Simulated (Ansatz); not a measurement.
# SbAs (model cell, started as layered BN type): following an unstable mode, part 2 of 2

Wanted: the energy along a soft mode of SbAs (model cell, started as layered BN type) and the structure at the end.

Ansatz 0.2.0; DFT LDA, scalar-relativistic, plane waves, PAW.

So far, highest frequency on the path or at a solved wavevector (cm⁻¹): step 2 (the dispersion) 158. Also lowest frequency on the path (cm⁻¹): step 2 -127.

The structure was built from a prototype and need not be the compound's stable phase.

### 4. The mode frozen in, largest atomic shift 0.14 Å

The atoms are moved along the unstable eigenvector, the largest shift by 0.14 Å, with the cell fixed.

File input.yaml:

```yaml
crystal:
  lattice:
    - [0.0, 0.0, 5.7732547121]
    - [7.2214555084, 4.1693092817, 0.0]
    - [0.0, 8.3386185634, 0.0]
  atoms:
    - { symbol: Sb, position: [0.25, 0.000926315, 0.3314807585] }
    - { symbol: Sb, position: [0.25, 0.3314807585, 0.6675929481] }
    - { symbol: Sb, position: [0.25, 0.6675929601, 0.0009263271] }
    - { symbol: Sb, position: [0.75, 0.3351859082, 0.9990737858] }
    - { symbol: Sb, position: [0.75, 0.6657403853, 0.3351859082] }
    - { symbol: Sb, position: [0.75, -0.0009263271, 0.6657403732] }
    - { symbol: As, position: [0.25, 0.3139466599, 1.0096929101] }
    - { symbol: As, position: [0.25, 0.67636028, 0.3139466599] }
    - { symbol: As, position: [0.25, 0.0096934118, 0.6763597268] }
    - { symbol: As, position: [0.75, -0.009693965, 0.3527200068] }
    - { symbol: As, position: [0.75, 0.3527200068, 0.6569730533] }
    - { symbol: As, position: [0.75, 0.6569736065, -0.0096934118] }
kpoints:
  mp_grid: { grid: [6, 6, 6] }
hamiltonian:
  xc: lda
scf:
  occupations: { method: methfessel_paxton, width: 0.2 }
output:
  forces: true
  stress: true
  eigenvalues: true
```

Started as:

```sh
> ansatz run input.yaml --threads 4 --pin off --max-ram 7168MiB --backend cpu --events-out ev --progress --plain --runs-dir out
```

Numbers of over 12 decimals in the logs are rounded to 6 here.

The program printed:

```text
[...]
k-point 0: bands = [... 86 lower, 7.8706, 7.8706, 7.9307, 7.9307, 8.4549, 8.4549, 10.4225, 10.4225, ... 14 higher]
  k-point 1: bands = [... 86 lower, 6.9311, 7.1452, 8.1567, 8.3016, 8.7069, 8.9424, 9.6029, 9.7818, ... 14 higher]
  k-point 2: bands = [... 86 lower, 6.4099, 7.4060, 8.0035, 8.3889, 8.7168, 8.8010, 9.4975, 9.9165, ... 14 higher]
  k-point 31: bands = [... 86 lower, 7.2100, 7.2100, 7.2907, 7.2907, 9.2997, 9.2997, 9.3042, 9.3042, ... 14 higher]
[key lines of the parts left out:]
SCF converged after 7 iterations
Free energy (F): -66654.325493 eV
Fermi energy:    8.527852 eV
P = ⅓ Tr σ = 0.4472 GPa (4.472 kbar)
```

It took 8 s on 4 threads of Intel Xeon 6975P-C (Granite Rapids), shared host; peak memory 1.6 GiB.

This step gave:

```
pressure                         : 0.4472 GPa
energy from the undistorted cell : -6.617 meV/atom
```

The energy, extrapolated to zero smearing, is -6.62 meV/atom against the undistorted cell.

The run ends at a pressure of 0.45 GPa, with forces up to 0.14 eV/Å.

### 5. Energy along the mode, all amplitudes (two of the runs are shown above)

An imaginary frequency means negative curvature, so the energy should fall and then rise again as anharmonic terms take over.

Numbers from this step:

* depth at the lowest point sampled: 6.617 meV/atom
* largest atomic shift at that point: 0.14 Å

Table of energy from the parent by largest atomic shift:

```csv
largest atomic shift (Å),energy from the parent (meV/atom)
0.000,0
0.040,-0.901
0.080,-3.13
0.140,-6.62
0.220,-3.58
0.320,28.9
```

Displacement at unit largest shift by atom:

```csv
atom,x (Å),y (Å),z (Å),size
Sb1,0.05,-0.08,0.00,0.10
Sb2,-0.10,0.00,0.00,0.10
Sb3,0.05,0.08,0.00,0.10
Sb4,0.10,0.00,0.00,0.10
Sb5,-0.05,0.08,0.00,0.10
Sb6,-0.05,-0.08,0.00,0.10
As7,-1.00,0.00,0.00,1.00
As8,0.50,-0.87,0.00,1.00
As9,0.50,0.87,0.00,1.00
As10,-0.50,0.87,0.00,1.00
As11,1.00,0.00,0.00,1.00
As12,-0.50,-0.87,0.00,1.00
```

The lowest of the steps tried is at 0.14 Å, 6.62 meV/atom below the parent; the bottom of the well need not coincide with a step.

### 6. Relaxation from the frozen mode

Starting from the lowest point found, all atoms and the cell are let go, so that strain and other modes of the same symmetry can join in.

input.yaml, as its differences from that of step 4:

```diff
@@ -28 +28,6 @@
   eigenvalues: true
+relax:
+  adjacent_minimum: "off"
+  f_tol: 0.002
+  max_steps: 120
+  cell: { stress_tol: 0.03 }
```

The program printed:

```text
[...]
Crystal: 12 atoms, lattice volume = 347.648 Å³
Basis set: ecut = 420 eV, 6727 PW (Γ)
Bands: 108, of which v1, the nominal top of the filled ones, is band 90 counted from 1 (89 counted from 0)
Symmetry: 12 space group operations
[...]
k-points: 32 of 216
[...]
SCF iter   1: F=—  HF=-66654.359072 eV  |F-HF|=—  |Δ(HF+E_count)|=         —  Δρ=5.65e-3  dr2=6.27e-2  ethr=1.77e-3  ⟨swp⟩=6.3  Hψ=12716  notcnv=0
[...]
SCF iter   7: F=-66654.325493 eV  HF=-66654.325493 eV  |F-HF|=2.55e-8  |Δ(HF+E_count)|=   6.64e-8  S|Δr|=    0.00e0  Δρ=2.15e-6  dr2=3.12e-8  ethr=5.56e-11  ⟨swp⟩=10.0  Hψ=14544  notcnv=0
SCF 1 converged in 7 iterations: F = -66654.325493 eV  dr2 = 3.12e-8
[...]
relax step   1: F+E_penalty+E_count = -66654.32549318 eV  Δ(F+E_penalty+E_count) = +0.000e0 eV  max|allowed force component| = 1.312e-1 eV/Å  Δτ_max = 0.0000 Å  P = +0.447 GPa  Ω = 347.648 Å³  (7 SCF iters, dr2 threshold 1.00e-7 eV, accepted)
Crystal: 12 atoms, lattice volume = 354.482 Å³
Basis set: ecut = 420 eV, 6865 PW (Γ)
[...]
SCF iter   6: F=-66654.390221 eV  HF=-66654.390221 eV  |F-HF|=1.87e-7  |Δ(HF+E_count)|=   2.36e-6  S|Δr|=    0.00e0  Δρ=8.70e-6  dr2=2.33e-7  ethr=6.67e-10  ⟨swp⟩=5.4  Hψ=16866  notcnv=0
SCF 2 converged in 6 iterations: F = -66654.390221 eV  dr2 = 2.33e-7
[...]
relax step   2: F+E_penalty+E_count = -66654.39022121 eV  Δ(F+E_penalty+E_count) = -6.473e-2 eV  max|allowed force component| = 1.462e-1 eV/Å  Δτ_max = 0.1253 Å  P = -0.886 GPa  Ω = 354.482 Å³  energy of the carried Pulay correction = -1.350e-3 eV  (6 SCF iters, dr2 threshold 1.20e-6 eV, accepted)
Crystal: 12 atoms, lattice volume = 350.558 Å³
Basis set: ecut = 420 eV, 6757 PW (Γ)
[...]
SCF iter   6: F=-66654.429831 eV  HF=-66654.429831 eV  |F-HF|=1.13e-8  |Δ(HF+E_count)|=   2.13e-7  S|Δr|=    0.00e0  Δρ=2.51e-6  dr2=2.29e-8  ethr=6.67e-10  ⟨swp⟩=6.2  Hψ=13226  notcnv=0
SCF 3 converged in 6 iterations: F = -66654.429831 eV  dr2 = 2.29e-8
relax step   3: F+E_penalty+E_count = -66654.42983120 eV  Δ(F+E_penalty+E_count) = -3.961e-2 eV  max|allowed force component| = 1.005e-1 eV/Å  Δτ_max = 0.0338 Å  P = -0.349 GPa  Ω = 350.558 Å³  energy of the carried Pulay correction = -5.780e-4 eV  (6 SCF iters, dr2 threshold 1.20e-6 eV, accepted)
[... from here on, the SCF cycles and remarks between the steps are left out ...]
relax step   4: F+E_penalty+E_count = -66654.44499735 eV  Δ(F+E_penalty+E_count) = -1.517e-2 eV  max|allowed force component| = 4.136e-2 eV/Å  Δτ_max = 0.0672 Å  P = -0.061 GPa  Ω = 347.310 Å³  energy of the carried Pulay correction = +6.735e-5 eV  (6 SCF iters, dr2 threshold 7.20e-7 eV, accepted)
relax step   5: F+E_penalty+E_count = -66654.44776464 eV  Δ(F+E_penalty+E_count) = -2.767e-3 eV  max|allowed force component| = 1.986e-2 eV/Å  Δτ_max = 0.0209 Å  P = +0.109 GPa  Ω = 347.455 Å³  energy of the carried Pulay correction = +3.853e-5 eV  (6 SCF iters, dr2 threshold 1.07e-7 eV, accepted)
relax step   6: F+E_penalty+E_count = -66654.45051878 eV  Δ(F+E_penalty+E_count) = -2.754e-3 eV  max|allowed force component| = 1.653e-2 eV/Å  Δτ_max = 0.0238 Å  P = +0.043 GPa  Ω = 349.917 Å³  energy of the carried Pulay correction = -4.510e-4 eV  (6 SCF iters, dr2 threshold 3.80e-8 eV, accepted)
relax step   7: F+E_penalty+E_count = -66654.45324939 eV  Δ(F+E_penalty+E_count) = -2.731e-3 eV  max|allowed force component| = 3.598e-2 eV/Å  Δτ_max = 0.0810 Å  P = +0.043 GPa  Ω = 356.443 Å³  energy of the carried Pulay correction = -1.732e-3 eV  (6 SCF iters, dr2 threshold 1.48e-7 eV, accepted)
relax step   8: F+E_penalty+E_count = -66654.45553819 eV  Δ(F+E_penalty+E_count) = -2.289e-3 eV  max|allowed force component| = 6.733e-3 eV/Å  Δτ_max = 0.0261 Å  P = +0.036 GPa  Ω = 354.568 Å³  energy of the carried Pulay correction = -1.366e-3 eV  (5 SCF iters, dr2 threshold 2.42e-7 eV, accepted)
relax step   9: F+E_penalty+E_count = -66654.45555233 eV  Δ(F+E_penalty+E_count) = -1.413e-5 eV  max|allowed force component| = 2.125e-3 eV/Å  Δτ_max = 0.0106 Å  P = -0.007 GPa  Ω = 355.710 Å³  energy of the carried Pulay correction = -1.590e-3 eV  (6 SCF iters, dr2 threshold 4.93e-9 eV, accepted)
relax step  10: F+E_penalty+E_count = -66654.45555116 eV  Δ(F+E_penalty+E_count) = +1.166e-6 eV  max|allowed force component| = 5.595e-4 eV/Å  Δτ_max = 0.0010 Å  P = +0.003 GPa  Ω = 355.736 Å³  energy of the carried Pulay correction = -1.595e-3 eV  (5 SCF iters, dr2 threshold 2.82e-10 eV, accepted)
[...]
SCF iter   6: F=-66654.457203 eV  HF=-66654.457203 eV  |F-HF|=1.46e-11  |Δ(HF+E_count)|=  2.91e-11  S|Δr|=    0.00e0  Δρ=7.69e-8  dr2=3.15e-11  ethr=1.00e-12  ⟨swp⟩=6.0  Hψ=12307  notcnv=0
SCF 11 converged in 6 iterations: F = -66654.457203 eV  dr2 = 3.15e-11
relax step  11: F+E_penalty+E_count = -66654.45720318 eV  Δ(F+E_penalty+E_count) = -1.652e-3 eV  max|allowed force component| = 5.007e-4 eV/Å  Δτ_max = 0.0000 Å  P = +0.003 GPa  Ω = 355.736 Å³  stress off target by 3.08e-3 GPa  SCF on the basis re-selected at this cell (its energy is not comparable with the rows above)  (6 SCF iters)
basis re-selected at this cell: Δ(F+E_penalty+E_count) = -1.652e-3 eV, ΔP = +0.000 GPa vs the last step (what re-selecting the basis moved, of the pressure what is left beyond the Pulay correction that the steps carried, after the strain that the cell walked since its last selection, with what the two solves' SCF thresholds leave and, on support functions, any second-order correction that the steps lacked; it is no m [...]
SCF converged after 6 iterations
[...]
Free energy (F): -66654.457203 eV
[...]
Internal energy: -66654.470730 eV  (E = F + TS)
E sigma→0 (E₀):  -66654.460585 eV
Entropy (-TS):   0.013527 eV (1.127 meV/atom)
Fermi energy:    8.254282 eV
[...]
--- Forces (eV/Å), atoms counted from 1 ---
  atom   1  Sb     0.00004988     0.00033264    -0.00000000
  atom   2  Sb     0.00026314    -0.00020951     0.00000000
  atom   3  Sb    -0.00031301    -0.00012312    -0.00000000
  atom   4  Sb    -0.00026314     0.00020951     0.00000000
  atom   5  Sb    -0.00004988    -0.00033264     0.00000000
  atom   6  Sb     0.00031301     0.00012312     0.00000000
  atom   7  As     0.00040537     0.00029924     0.00000000
  atom   8  As    -0.00046184     0.00020144     0.00000000
  atom   9  As     0.00005647    -0.00050068     0.00000000
  atom  10  As     0.00046184    -0.00020144    -0.00000000
  atom  11  As    -0.00040537    -0.00029924    -0.00000000
  atom  12  As    -0.00005647     0.00050068    -0.00000000
  max |Σ_I F_I| component: 6.40e-18 eV/Å
--- Stress (GPa, compression-positive) ---
        0.003084       0.000000      -0.000000
       -0.000000       0.003084      -0.000000
       -0.000000      -0.000000       0.002098
  P = ⅓ Tr σ = 0.0028 GPa (0.028 kbar)
--- Band table (eV; the first three rows and the last of 32) ---
  k-point 0: bands = [... 86 lower, 7.2215, 7.2215, 7.4061, 7.4061, 8.4276, 8.4276, 9.9474, 9.9474, ... 14 higher]
  k-point 1: bands = [... 86 lower, 6.5477, 6.7343, 7.5187, 7.7014, 8.5402, 8.8039, 9.3372, 9.5157, ... 14 higher]
  k-point 2: bands = [... 86 lower, 6.0486, 7.0643, 7.3570, 7.8853, 8.4501, 8.6629, 9.3606, 9.6063, ... 14 higher]
  k-point 31: bands = [... 86 lower, 7.1309, 7.1309, 7.1641, 7.1641, 8.9283, 8.9283, 8.9568, 8.9568, ... 14 higher]
--- Relaxed structure (10 steps of the walk, 10 accepted, 1 SCFs on fresh bases) ---
  F+E_penalty+E_count = -66654.45720318 eV   max|allowed force component| = 5.007e-4 eV/Å   (the final SCF, on the basis selected at the relaxed cell)
  cell:  # Å, volume = 355.7362 Å³
    - [0, 0, 5.770883]
    - [7.306480, 4.218398, 0]
    - [-2.498972022062258e-18, 8.436796, 0]
  atoms:
    - { symbol: Sb, position: [0.250000, -0.017194, 0.330643] }
    - { symbol: Sb, position: [0.250000, 0.330643, 0.686550] }
    - { symbol: Sb, position: [0.250000, 0.686550, -0.017194] }
    - { symbol: Sb, position: [0.750000, 0.336023, 0.980116] }
    - { symbol: Sb, position: [0.750000, 0.683860, 0.336023] }
    - { symbol: Sb, position: [0.750000, -0.019884, 0.683860] }
    - { symbol: As, position: [0.250000, 0.299427, 1.019496] }
    - { symbol: As, position: [0.250000, 0.681077, 0.299427] }
    - { symbol: As, position: [0.250000, 0.019496, 0.681077] }
    - { symbol: As, position: [0.750000, -0.014410, 0.367240] }
    - { symbol: As, position: [0.750000, 0.367240, 0.647170] }
    - { symbol: As, position: [0.750000, 0.647170, -0.014410] }
```

It took 1.7 min on 4 threads; peak memory 1.7 GiB; 6.8 min of CPU time.

Relaxation path:

| step | energy less that of the first step (eV) | largest force component (eV/Å) | pressure (GPa) | volume (Å³) |
| --- | --- | --- | --- | --- |
| 1 | 0.0000 | 0.1312 | 0.45 | 347.65 |
| 2 | -0.0647 | 0.1462 | -0.89 | 354.48 |
| 3 | -0.1043 | 0.1005 | -0.35 | 350.56 |
| 4 | -0.1195 | 0.0414 | -0.06 | 347.31 |
| 5 | -0.1223 | 0.0199 | 0.11 | 347.45 |
| 6 | -0.1250 | 0.0165 | 0.04 | 349.92 |
| 7 | -0.1278 | 0.0360 | 0.04 | 356.44 |
| 8 | -0.1300 | 0.0067 | 0.04 | 354.57 |
| 9 | -0.1301 | 0.0021 | -0.01 | 355.71 |
| 10 | -0.1301 | 0.0006 | 0.00 | 355.74 |
| 11* | -0.1317 | 0.0005 | 0.00 | 355.74 |

Relaxation steps marked * repeat the geometry before them on a plane-wave basis chosen anew for their cell, so energy and pressure can jump there.

The run keeps the 12 symmetry operations that it works with, so distortions that break them were not tested.

| cell as run | before | after | change |
| --- | --- | --- | --- |
| a (Å) | 5.773 | 5.771 | -0.0 % |
| b (Å) | 8.339 | 8.437 | +1.2 % |
| c (Å) | 8.339 | 8.437 | +1.2 % |
| volume (Å³/atom) | 28.97 | 29.64 | +2.3 % |

The atoms that moved most (Å, as changes of fractional coordinates times the final cell):

| atom | dx | dy | dz | length |
| --- | --- | --- | --- | --- |
| Sb4 | 0.006 | -0.156 | 0.000 | 0.157 |
| Sb1 | -0.132 | -0.084 | 0.000 | 0.157 |
| Sb3 | 0.139 | -0.073 | 0.000 | 0.157 |
| Sb5 | 0.132 | 0.084 | 0.000 | 0.157 |
| Sb6 | -0.139 | 0.073 | 0.000 | 0.157 |
| Sb2 | -0.006 | 0.156 | 0.000 | 0.157 |
| As12 | -0.072 | -0.081 | 0.000 | 0.108 |
| As8 | 0.034 | -0.103 | 0.000 | 0.108 |

The relaxed structure:

```cif
data_structure
_symmetry_space_group_name_H-M 'P 1'
_symmetry_Int_Tables_number 1
_cell_length_a 5.7709
_cell_length_b 8.4368
_cell_length_c 8.4368
_cell_angle_alpha 60.000
_cell_angle_beta 90.000
_cell_angle_gamma 90.000
_cell_volume 355.74
loop_
_atom_site_label
_atom_site_type_symbol
_atom_site_fract_x
_atom_site_fract_y
_atom_site_fract_z
_atom_site_occupancy
Sb1 Sb 0.25000 0.98281 0.33064 1
Sb2 Sb 0.25000 0.33064 0.68655 1
Sb3 Sb 0.25000 0.68655 0.98281 1
Sb4 Sb 0.75000 0.33602 0.98012 1
Sb5 Sb 0.75000 0.68386 0.33602 1
Sb6 Sb 0.75000 0.98012 0.68386 1
As7 As 0.25000 0.29943 0.01950 1
As8 As 0.25000 0.68108 0.29943 1
As9 As 0.25000 0.01950 0.68108 1
As10 As 0.75000 0.98559 0.36724 1
As11 As 0.75000 0.36724 0.64717 1
As12 As 0.75000 0.64717 0.98559 1
```

Numbers from this step:

```
pressure        : 0.002755 GPa
volume per atom : 29.64 Å³
```

The distorted start has space group P6_3/m; the relaxation ends in P6_3/m.

### 7. The phases reached

The phases reached along the modes that were followed are set side by side.

Energies are those of the first relaxation, on the mesh of the frozen mode; space group, volume and gap are those of the last relaxation. Phases, by row:

```
                 mode frozen in  space group  energy from parent (meV/atom)  volume (Å³/atom)  gap on mesh (eV)  lowest zone-centre optical mode (cm⁻¹)  largest shift (Å)
                         parent     P6_3/mmc                              0             28.97                 0                                       –                  –
       q = (0, 0, 0), 127i cm⁻¹       P6_3mc                         -20.73                30                 0                                    27.2              0.156
q = (0.333, 0.333, 0), 88i cm⁻¹       P6_3/m                         -17.59             29.64                 0                                       –              0.249
```

### 8. Summary of results

| Item | Value |
| --- | --- |
| unstable mode of the parent | q = (0.333, 0.333, 0), 88i cm⁻¹ |
| depth at the lowest point sampled | 6.62 meV/atom |
| largest atomic shift at that point | 0.14 Å |
| space group reached (within 0.01 Å) | P6_3/m |
| energy gained over the parent (first relaxation, on the mesh of the frozen mode) | 17.6 meV/atom |
| volume per atom, phase reached | 29.6 Å³ |

**Reading.** Along this mode the structure falls into P6_3/m, 17.6 meV/atom below the parent. At the parent's cell the well is 6.617 meV/atom deep on the steps tried, with its lowest point at a shift of 0.14 Å. Relaxing atoms and cell changes the gain by +10.97 meV/atom against the lowest step (energies at zero smearing). Most of the total comes from this relaxation. The modes of the phase reached were not computed on this path. Of the 2 patterns followed to their end from this parent, this one ends 3.14 meV/atom above the lowest, P6_3mc. Each path keeps the symmetry of its pattern, so a lower phase may lie along a pattern not tried. With no gap, or one that is small against the smearing, the frequencies hang on the k mesh and the smearing, most of all near Kohn anomalies. Spin-orbit coupling is left out, which can matter for the heavy elements here. A phonon run warned that its eigensolver left some bands unconverged in a pass. The starting cell was built on a prototype and not taken from a measurement, so the phase need not exist.

[Logs are printed without paths, hosts, clocks, repeated set-up lines and the standing remarks that a program may print on its own settings, such as how far it seeks lower states.]

[Hosts, paths, dates, database ids (printed as entryN), source tags and the programs' standing remarks are cut or masked in the printed files.]
